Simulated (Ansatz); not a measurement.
# Gate voltage at the highest density: Ti2CO2 MXene bilayer, AA

A layer charged from two gates alike needs a voltage that grows with the carrier density; the slope is e over the total capacitance.

How it was computed: Ansatz 0.2.0, plane waves with PAW datasets (its set soft_2), PBE-D3(BJ); isolated slab, charged sheets 4.5 Å from the outer atoms behind model barriers, atoms held, Fermi-Dirac smearing of 0.05 eV. The voltage is that of the gates (their mean) against the layer's Fermi level, from the uncharged case, which has a gap of 0.19 eV.

| run | added electrons (10¹³ per cm²) | gate voltage (V) |
| --- | --- | --- |
| run 1 | 0.50 | 0.21 |
| run 2 | 2.00 | 0.80 |
| run 3 | 6.00 | ? |

Q: Estimate the withheld value from the rows shown.

Two rows fix a line: slope = (0.80 − 0.21) / (2.00 − 0.50) = 0.3933, intercept 0.0134. The capacitance is 1.602/0.3933 = 4.07 µF/cm², against 3.94 µF/cm² for plates 4.5 Å apart in vacuum on both sides; it is the larger, as where the added charge has its centre outside the outer atoms (not examined here). At 6.00 it gives 0.3933 × 6.00 + 0.0134 = 2.37 V, beyond the rows fitted. Rounding of the rows alone allows about ±0.032 V there; two rows can't show whether the line holds.

The run itself gives 2.29 V: a miss of −0.08 V, or 3.5 % of the value. The capacitance rises towards the highest density.

Caveats: The gates are model sheets, not atoms, and low densities sample few k-points.
